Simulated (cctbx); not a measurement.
# Absolute structure of AgGeSb3Te6

Space group Cmc2_1 (no. 36), a = 4.3560 Å, b = 13.1580 Å, c = 19.8160 Å, α = 90.00°, β = 90.00°, γ = 90.00°.

| atom | mult. | x | y | z | Ueq (Å²) |
| --- | --- | --- | --- | --- | --- |
| Te1 | 4 | 1/2 | 0.0175 | 0.4970 | 0.0156 |
| Te2 | 4 | 1/2 | 0.2377 | 0.5988 | 0.0154 |
| Te3 | 4 | 0 | 0.2572 | 0.4072 | 0.0130 |
| Te4 | 4 | 1/2 | 0.1800 | 0.2527 | 0.0137 |
| Te5 | 4 | 1/2 | 0.4590 | 0.3355 | 0.0142 |
| Te6 | 4 | 0 | 0.0090 | 0.6564 | 0.0126 |
| Sb1 | 4 | 0 | 0.3857 | 0.6353 | 0.0119 |
| Sb2 | 4 | 1/2 | 0.3609 | 0.4424 | 0.0160 |
| Sb3 | 4 | 0 | 0.1195 | 0.5471 | 0.0160 |
| Ag1 | 4 | 1/2 | 0.0950 | 0.3719 | 0.0152 |
| Ge1 | 4 | 1/2 | 0.1634 | 0.7553 | 0.0158 |

The model was made for the exercise: a known structure type with other elements put in, its volume estimated, not relaxed; displacement parameters are assumed.

Data sets are simulated with cctbx and refined with Bijvoet mates kept apart; Flack x is then fitted as the share of an inverted twin with the atoms fixed, Hooft y from the Bijvoet differences. The group is acentric but holds improper operations, so there is an absolute structure (orientation) and no hand.

Untwinned crystal. What Flack and Hooft values should come out?

| λ (Å) | extinction (unmodelled) | d min (Å) | top counts | error (%) | model | R1 | Flack x | s.u. | Hooft y | s.u. | pairs |
| --- | --- | --- | --- | --- | --- | --- | --- | --- | --- | --- | --- |
| 0.71073 | 0 | 0.77 | 5000 | 2 | as given | 0.0329 | -0.04 | 0.09 | -0.043 | 0.103 | 712 |
| 0.71073 | 0 | 0.77 | 5000 | 2 | inverted | 0.0346 | 1.04 | 0.09 | 1.045 | 0.103 | 712 |
| 1.54184 | 0.3 | 0.83 | 70000 | 4 | as given | 0.0137 | -0.012 | 0.01 | -0.004 | 0.010 | 570 |

With Mo Kα, x is within 3 s.u. of 0, so the absolute structure is right, though an s.u. above 0.04 can't exclude a small twin share. With Cu Kα, x is within 3 s.u. of 0, so the absolute structure is right. Inverting the model turns x into about 1 − x.

A further crystal gives:

```csv
λ (Å),extinction (unmodelled),d min (Å),top counts,error (%),model,R1,Flack x,s.u.,Hooft y,s.u.,pairs
1.54184,0,0.83,70000,6,as given,0.0187,0.134,0.012,0.143,0.014,569
```

**Question.** What is it?

It was simulated as an inversion twin with a fraction 0.15 of the inverted domain. Flack x is over 3 s.u. from both 0 and 1 and reads that fraction.

[Logs are printed without paths, hosts, clocks, repeated set-up lines and the standing remarks that a program may print on its own settings, such as how far it seeks lower states.]
